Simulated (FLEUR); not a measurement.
# Collinear magnetic orders of 2 ML Ni on Cu(111), fcc site, 3 substrate layers with FLEUR, part 2 of 2

Does 2 ML Ni on Cu(111), fcc site, 3 substrate layers prefer parallel or opposed moments?

FLEUR MaX-R8.1; LDA (VWN); all-electron FLAPW film, Dirac cores, scalar-relativistic bands.

So far. Step 2 (Run 1 (ferro ++)): After 65 cycles the largest moment stands at 0.645 μB.

**4. Run 3 (no spin polarisation)**

A spinless run gives the zero against which the gain from the moments is read.

The input, inp.xml:

```
<?xml version="1.0" encoding="UTF-8" standalone="no"?>
<fleurInput fleurInputVersion="0.39">
   <comment>
      Cu3Ni2
   </comment>
   <calculationSetup>
      <cutoffs Kmax="3.68" Gmax="11.0" GmaxXC="11.0" numbands="0"/>
      <scfLoop itmax="120" minDistance="0.00002" maxIterBroyd="15" imix="Anderson" alpha="0.03" precondParam="0.0" spinf="2.0" sdNocoIR="T"/>
      <coreElectrons ctail="T" frcor="F" kcrel="0" coretail_lmax="0"/>
      <xcFunctional name="vwn" relativisticCorrections="F"/>
      <magnetism jspins="1"/>
      <soc l_soc="F" theta="0.0" phi="0.0" spav="F"/>
      <expertModes spex="0" secvar="F"/>
      <geometryOptimization l_f="F" forcealpha="1.0" forcemix="BFGS" epsdisp="0.00001" epsforce="0.00001"/>
      <ldaU l_linMix="F" mixParam="0.05" spinf="1.0"/>
   </calculationSetup>
   <cell>
      <bzIntegration valenceElectrons="69.0" mode="hist" fermiSmearingEnergy="0.00183747">
         <kPointListSelection listName="default-1"/>
         <xi:include xmlns:xi="http://www.w3.org/2001/XInclude" href="kpts.xml"> </xi:include>
      </bzIntegration>
      <xi:include xmlns:xi="http://www.w3.org/2001/XInclude" href="sym.xml"> </xi:include>
      <filmLattice scale="1.0" dVac="20.89" dTilda="23.39">
         <bravaisMatrixFilm>
            <row-1>    4.8305005380205230     0.0000005592455493</row-1>
            <row-2>   -2.4152507533376184     4.1833358992959262</row-2>
         </bravaisMatrixFilm>
         <vacuumEnergyParameters vacuum="1" spinUp="-.25" spinDown="-.25"/>
         <vacuumEnergyParameters vacuum="2" spinUp="-.25" spinDown="-.25"/>
      </filmLattice>
   </cell>
   <atomSpecies>
      <species name="Copper (Cu)" element="Cu" atomicNumber="29">
         <mtSphere radius="2.29" gridPoints="757" logIncrement="0.016"/>
         <atomicCutoffs lmax="8" lnonsphr="6"/>
         <electronConfig flipSpins="F">
            <coreConfig>(1s1/2) (2s1/2) (2p1/2) (2p3/2) (3s1/2) (3p1/2) (3p3/2)</coreConfig>
            <valenceConfig>(4s1/2) (3d3/2) (3d5/2)</valenceConfig>
            <stateOccupation state="(4s1/2)" spinUp="0.500000" spinDown="0.500000"/>
         </electronConfig>
         <energyParameters s="4" p="4" d="3" f="4"/>
      </species>
      <species name="Nickel (Ni)" element="Ni" atomicNumber="28">
         <mtSphere radius="2.23" gridPoints="737" logIncrement="0.017"/>
         <atomicCutoffs lmax="8" lnonsphr="6"/>
         <electronConfig flipSpins="F">
            <coreConfig>(1s1/2) (2s1/2) (2p1/2) (2p3/2)</coreConfig>
            <valenceConfig>(3s1/2) (3p1/2) (3p3/2) (4s1/2) (3d3/2) (3d5/2)</valenceConfig>
            <stateOccupation state="(3d3/2)" spinUp="1.600000" spinDown="1.600000"/>
            <stateOccupation state="(3d5/2)" spinUp="2.400000" spinDown="2.400000"/>
         </electronConfig>
         <energyParameters s="4" p="4" d="3" f="4"/>
         <lo type="SCLO" l="0" n="3" eDeriv="0"/>
         <lo type="SCLO" l="1" n="3" eDeriv="0"/>
      </species>
   </atomSpecies>
   <atomGroups>
      <atomGroup species="Copper (Cu)">
         <filmPos label="                   1">.0000000000 .0000000000 -7.7550775729</filmPos>
         <force calculate="T" relaxXYZ="TTT"/>
      </atomGroup>
      <atomGroup species="Copper (Cu)">
         <filmPos label="                   2">-1.000/3.000 1.000/3.000 -3.8109592592</filmPos>
         <force calculate="T" relaxXYZ="TTT"/>
      </atomGroup>
      <atomGroup species="Copper (Cu)">
         <filmPos label="                   3">1.000/3.000 -1.000/3.000 .1331170881</filmPos>
         <force calculate="T" relaxXYZ="TTT"/>
      </atomGroup>
      <atomGroup species="Nickel (Ni)">
         <filmPos label="                   4">.0000000000 .0000000000 3.9886865191</filmPos>
         <force calculate="T" relaxXYZ="TTT"/>
      </atomGroup>
      <atomGroup species="Nickel (Ni)">
         <filmPos label="                   5">-1.000/3.000 1.000/3.000 7.7550775729</filmPos>
         <force calculate="T" relaxXYZ="TTT"/>
      </atomGroup>
   </atomGroups>
   <output dos="F" band="F" slice="F">
      <bandDOS minEnergy="-.5*Htr" maxEnergy="0.5*Htr" sigma="0.015" storeEVData="T"/>
      <plotting iplot="0" polar="F">
         <plot TwoD="T" vec1="  1.0  0.0  0.0" vec2="  0.0  1.0  0.0" vec3="  0.0  0.0  1.0" zero="  0.0  0.0 -0.5" file="plot"/>
      </plotting>
      <moessbauerParams electricFieldGradient="F" isomerShift="F" coreHyperfine="F" valenceHyperfine="F"/>
   </output>
</fleurInput>
```

The input, crystal.txt:

```
Cu3Ni2
&input film=T cartesian=F /
2.55619080201  0.00000029594  0.00000000000
-1.27809565730  2.21372602349  0.00000000000
0.00000000000  0.00000000000  1.00000000000
1.8897261246
1.0 1.0 1.0

5
29 0.00000000000  0.00000000000  -7.75507757288
29 0.66666666667  0.33333333333  -3.81095925924
29 0.33333333333  0.66666666667  0.13311708810
28 0.00000000000  0.00000000000  3.98868651905
28 0.66666666667  0.33333333333  7.75507757288

&kpt div1=12 div2=12 div3=1 gamma=T /
```

Started as:

```console
$ OMP_NUM_THREADS=1 inpgen -f crystal.txt > inpgen.log  # inp.xml is then edited as shown
$ OMP_NUM_THREADS=1 mpirun -n 8 fleur_MPI > fleur.log
```

Output:

```text
[banner, memory and clock lines left out]
Welcome to FLEUR        (www.flapw.de)
      MaX-Release 8.1          (www.max-centre.eu)

 ========== k-point set info ==========
 Selected k-point list: default-1
 k-point list type: mesh
 0 x 0 x 0
 Number of k points: 24

 [... set-up left out ...]
 Iteration:     1   Distance:      99.65064117 me/bohr^3
 Iteration:     2   Distance:     153.89192085 me/bohr^3
 Iteration:     3   Distance:      77.46154259 me/bohr^3
 Iteration:     4   Distance:      55.15729798 me/bohr^3
 Iteration:     5   Distance:      35.92804797 me/bohr^3
[...]
<FermiEnergy value="-0.2016356390" units="Htr"/>
         [... left out ...]
         <totalEnergy value="    -7994.2403017651" units="Htr">
            <sumOfEigenvalues value="    -4645.9514504453">
               <coreElectrons value="-4584.5273810553"/>
               <valenceElectrons value="-61.4240693900"/>
            </sumOfEigenvalues>
         [... left out ...]
            <freeEnergy value="-7994.2430270961"/>
            <extrapolationTo0K value="-7994.2416644306"/>
         </totalEnergy>
         <densityConvergence units="me/bohr^3">
            <chargeDensity spin="1" distance="0.0000113898"/>
         </densityConvergence>
      </iteration>
```

Elapsed: 21 s, on 8 MPI ranks of AMD EPYC 9R45, shared host; peak memory 0.55 GiB.

Read from the output:

```yaml
free_energy: -217534.4348 eV
program_s_band_gap_on_this_mesh_in_a_metal_only_a_level_spacing: 0 eV
final_state: non-magnetic (no spin polarisation)
```

It lies 31.5 meV a seeded atom over the first start.

**5. Ranking**

Free energies are divided by the number of seeded atoms.

Orders:

```tsv
start	final state	typed order kept	energy over the lowest (meV a seeded atom)	largest sphere moment (μB)	net moment (μB a primitive cell)	mesh matched	CPU time (s)
ferro ++	ferromagnetic	yes	0	0.645	1.184	yes	370.7
no spin polarisation	non-magnetic	-	31.54	0	0	yes	162.6
```

**6. Spin–orbit coupling, moments along z**

Spin–orbit coupling ties the spins to the lattice and lets orbital moments form.

A new self-consistent run of the start ferro ++, with the moments along z.

The input, inp.xml:

```
<?xml version="1.0" encoding="UTF-8" standalone="no"?>
<fleurInput fleurInputVersion="0.39">
   <comment>
      Cu3Ni2
   </comment>
   <calculationSetup>
      <cutoffs Kmax="3.68" Gmax="11.0" GmaxXC="11.0" numbands="169"/>
      <scfLoop itmax="120" minDistance="0.00002" maxIterBroyd="15" imix="Anderson" alpha="0.03" precondParam="0.0" spinf="2.0" sdNocoIR="T"/>
      <coreElectrons ctail="T" frcor="F" kcrel="0" coretail_lmax="0"/>
      <xcFunctional name="vwn" relativisticCorrections="F"/>
      <magnetism jspins="2"/>
      <soc l_soc="T" theta="0.0" phi="0.0" spav="F"/>
      <expertModes spex="0" secvar="F"/>
      <geometryOptimization l_f="F" forcealpha="1.0" forcemix="BFGS" epsdisp="0.00001" epsforce="0.00001"/>
      <ldaU l_linMix="F" mixParam="0.05" spinf="1.0"/>
   </calculationSetup>
   <cell>
      <bzIntegration valenceElectrons="69.0" mode="hist" fermiSmearingEnergy="0.00183747">
         <kPointListSelection listName="default-1"/>
         <xi:include xmlns:xi="http://www.w3.org/2001/XInclude" href="kpts.xml"> </xi:include>
      </bzIntegration>
      <xi:include xmlns:xi="http://www.w3.org/2001/XInclude" href="sym.xml"> </xi:include>
      <filmLattice scale="1.0" dVac="20.89" dTilda="23.39">
         <bravaisMatrixFilm>
            <row-1>    4.8305005380205230     0.0000005592455493</row-1>
            <row-2>   -2.4152507533376184     4.1833358992959262</row-2>
         </bravaisMatrixFilm>
         <vacuumEnergyParameters vacuum="1" spinUp="-.25" spinDown="-.25"/>
         <vacuumEnergyParameters vacuum="2" spinUp="-.25" spinDown="-.25"/>
      </filmLattice>
   </cell>
   <atomSpecies>
      <species name="Copper (Cu)" element="Cu" atomicNumber="29">
         <mtSphere radius="2.29" gridPoints="757" logIncrement="0.016"/>
         <atomicCutoffs lmax="8" lnonsphr="6"/>
         <electronConfig flipSpins="F">
            <coreConfig>(1s1/2) (2s1/2) (2p1/2) (2p3/2) (3s1/2) (3p1/2) (3p3/2)</coreConfig>
            <valenceConfig>(4s1/2) (3d3/2) (3d5/2)</valenceConfig>
            <stateOccupation state="(4s1/2)" spinUp="0.500000" spinDown="0.500000"/>
         </electronConfig>
         <energyParameters s="4" p="4" d="3" f="4"/>
      </species>
      <species name="Nickel (Ni1.001" element="Ni" atomicNumber="28">
         <mtSphere radius="2.23" gridPoints="737" logIncrement="0.017"/>
         <atomicCutoffs lmax="8" lnonsphr="6"/>
         <electronConfig flipSpins="F">
            <coreConfig>(1s1/2) (2s1/2) (2p1/2) (2p3/2)</coreConfig>
            <valenceConfig>(3s1/2) (3p1/2) (3p3/2) (4s1/2) (3d3/2) (3d5/2)</valenceConfig>
            <stateOccupation state="(3d3/2)" spinUp="1.6" spinDown="1.6"/>
            <stateOccupation state="(3d5/2)" spinUp="2.9005" spinDown="1.8995"/>
         </electronConfig>
         <energyParameters s="4" p="4" d="3" f="4"/>
         <lo type="SCLO" l="0" n="3" eDeriv="0"/>
         <lo type="SCLO" l="1" n="3" eDeriv="0"/>
      </species>
   </atomSpecies>
   <atomGroups>
      <atomGroup species="Copper (Cu)">
         <filmPos label="                   1">.0000000000 .0000000000 -7.7550775729</filmPos>
         <force calculate="T" relaxXYZ="TTT"/>
      </atomGroup>
      <atomGroup species="Copper (Cu)">
         <filmPos label="                   2">-1.000/3.000 1.000/3.000 -3.8109592592</filmPos>
         <force calculate="T" relaxXYZ="TTT"/>
      </atomGroup>
      <atomGroup species="Copper (Cu)">
         <filmPos label="                   3">1.000/3.000 -1.000/3.000 .1331170881</filmPos>
         <force calculate="T" relaxXYZ="TTT"/>
      </atomGroup>
      <atomGroup species="Nickel (Ni1.001">
         <filmPos label="                   4">.0000000000 .0000000000 3.9886865191</filmPos>
         <force calculate="T" relaxXYZ="TTT"/>
      </atomGroup>
      <atomGroup species="Nickel (Ni1.001">
         <filmPos label="                   5">-1.000/3.000 1.000/3.000 7.7550775729</filmPos>
         <force calculate="T" relaxXYZ="TTT"/>
      </atomGroup>
   </atomGroups>
   <output dos="F" band="F" slice="F">
      <bandDOS minEnergy="-.5*Htr" maxEnergy="0.5*Htr" sigma="0.015" storeEVData="T"/>
      <plotting iplot="0" polar="F">
         <plot TwoD="T" vec1="  1.0  0.0  0.0" vec2="  0.0  1.0  0.0" vec3="  0.0  0.0  1.0" zero="  0.0  0.0 -0.5" file="plot"/>
      </plotting>
      <moessbauerParams electricFieldGradient="F" isomerShift="F" coreHyperfine="F" valenceHyperfine="F"/>
   </output>
</fleurInput>
```

The input, crystal.txt:

```
Cu3Ni2
&input film=T cartesian=F /
2.55619080201  0.00000029594  0.00000000000
-1.27809565730  2.21372602349  0.00000000000
0.00000000000  0.00000000000  1.00000000000
1.8897261246
1.0 1.0 1.0

5
29 0.00000000000  0.00000000000  -7.75507757288
29 0.66666666667  0.33333333333  -3.81095925924
29 0.33333333333  0.66666666667  0.13311708810
28 0.00000000000  0.00000000000  3.98868651905 : 1.001
28 0.66666666667  0.33333333333  7.75507757288 : 1.001

&soc 0.0000000 0.0000000 /
&kpt div1=12 div2=12 div3=1 gamma=T /
```

Output:

```text
[banner, memory and clock lines left out]
Welcome to FLEUR        (www.flapw.de)
      MaX-Release 8.1          (www.max-centre.eu)

 ========== k-point set info ==========
 Selected k-point list: default-1
 k-point list type: mesh
 0 x 0 x 0
 Number of k points: 56

 [... set-up left out ...]
 Iteration:     1   Distance:      99.48714320 me/bohr^3
 Iteration:     2   Distance:     153.84958602 me/bohr^3
 Iteration:     3   Distance:      77.56191418 me/bohr^3
 Iteration:     4   Distance:      56.76009762 me/bohr^3
 Iteration:     5   Distance:      34.31470118 me/bohr^3
 Iteration:     6   Distance:      30.15132000 me/bohr^3
 Iteration:     7   Distance:      26.16768805 me/bohr^3
 Iteration:     8   Distance:      15.15772895 me/bohr^3
 Iteration:     9   Distance:      14.07259030 me/bohr^3
 Iteration:    10   Distance:      14.12902965 me/bohr^3
[... 46 iterations left out ...]
 Iteration:    57   Distance:       0.00019562 me/bohr^3
 Iteration:    58   Distance:       0.00060874 me/bohr^3
 Iteration:    59   Distance:       0.00021996 me/bohr^3
 Iteration:    60   Distance:       0.00009576 me/bohr^3
 Iteration:    61   Distance:       0.00004986 me/bohr^3
 Iteration:    62   Distance:       0.00014648 me/bohr^3
 Iteration:    63   Distance:       0.00009178 me/bohr^3
 Iteration:    64   Distance:       0.00005943 me/bohr^3
 Iteration:    65   Distance:       0.00005671 me/bohr^3
 Iteration:    66   Distance:       0.00001492 me/bohr^3

 ********************************************************************
 Run finished successfully
 Stop message:
   all done
 ********************************************************************

--- out.xml (last complete iteration) ---
<iteration numberForCurrentRun="   66" overallNumber="   66">
         [... left out ...]
         <bandgap value="0.0000000000" units="eV"/>
         <sumValenceSingleParticleEnergies value="-61.4106675371" units="Htr"/>
         <FermiEnergy value="-0.1979571134" units="Htr"/>
         [... left out ...]
         <magneticMomentsInMTSpheres units="muBohr">
            <globalMagMoment atomType="1" vec="0.00000   0.00000   0.01307"/>
            <globalMagMoment atomType="2" vec="0.00000   0.00000   0.00822"/>
            <globalMagMoment atomType="3" vec="0.00000   0.00000   0.00354"/>
            <globalMagMoment atomType="4" vec="0.00000   0.00000   0.55233"/>
            <globalMagMoment atomType="5" vec="0.00000   0.00000   0.63905"/>
         </magneticMomentsInMTSpheres>
         <orbitalMomentsInMTSpheres units="muBohr">
            <globalMagMoment atomType="1" vec="0.00000   0.00000   0.00093"/>
            <globalMagMoment atomType="2" vec="0.00000   0.00000   0.00040"/>
            <globalMagMoment atomType="3" vec="0.00000   0.00000  -0.00017"/>
            <globalMagMoment atomType="4" vec="0.00000   0.00000   0.05136"/>
            <globalMagMoment atomType="5" vec="0.00000   0.00000   0.04476"/>
         </orbitalMomentsInMTSpheres>
         [... left out ...]
         <totalEnergy value="    -7994.2457497915" units="Htr">
            <sumOfEigenvalues value="    -4645.7871906435">
               <coreElectrons value="-4584.3765231064"/>
               <valenceElectrons value="-61.4106675371"/>
            </sumOfEigenvalues>
         [... left out ...]
            <freeEnergy value="-7994.2478043119"/>
            <extrapolationTo0K value="-7994.2467770517"/>
         </totalEnergy>
         <densityConvergence units="me/bohr^3">
            <chargeDensity spin="1" distance="0.0000041795"/>
            <chargeDensity spin="2" distance="0.0000137713"/>
            <overallChargeDensity distance="0.0000138388"/>
            <spinDensity distance="0.0000149238"/>
         </densityConvergence>
      </iteration>
```

Elapsed: 3.9 min, on 8 MPI ranks; peak memory 1.2 GiB.

Spin moment in the muffin-tin sphere by atom:

```tsv
atom	spin moment in the muffin-tin sphere (μB)
Cu1	0.013
Cu2	0.008
Cu3	0.004
Ni4	0.552
Ni5	0.639
```

This step gave:

| Quantity | Value |
| --- | --- |
| free energy | -217534.5647 eV |
| program's band gap on this mesh (in a metal only a level spacing) | 0 eV |
| magnetization | 1.172 μB |
| final state | ferromagnetic |
| orbital moment along the spin | 0.04476 μB |

Orbital moment in the sphere, along the spin axis by atom:

```tsv
atom	orbital moment in the sphere, along the spin axis (μB)
Cu1	0.0009
Cu2	0.0004
Cu3	-0.0002
Ni4	0.0514
Ni5	0.0448
```

**7. Outcome**

| Item | Value |
| --- | --- |
| lower run | with moments |
| largest site spin moment | 0.645 μB |
| next finished state | non-magnetic, 31.5 meV a seeded atom higher |
| energy gained by spin polarisation | 31.5 meV a seeded atom |
| orbital moment on the atom of largest spin, along its spin (spin–orbit run) | 0.0448 μB |

**Reading.** No opposed order could be compared. The parallel start holds moments up to 0.645 μB. 1 start gave no converged result and is missing from the ranking; where cut off, the energy had nearly settled 30 meV a seeded atom over the lowest. On the atom of largest spin the orbital moment is almost quenched. No antiferromagnetic order was obtained, so the session says nothing on how the moments order. A substrate of 3 unrelaxed layers is a model; thickness and relaxation can move these numbers.

[Logs and program files are shortened in this print: banners, set-up blocks, solver, clock and traceback lines can be left out without a mark of their own.]

[Logs are printed without paths, hosts, clocks, repeated set-up lines and the standing remarks that a program may print on its own settings, such as how far it seeks lower states.]

[Hosts, paths, dates, database ids (printed as entryN), source tags and the programs' standing remarks are cut or masked in the printed files.]

[Where a cell is said to come from a database of computed structures, the database is the Materials Project.]
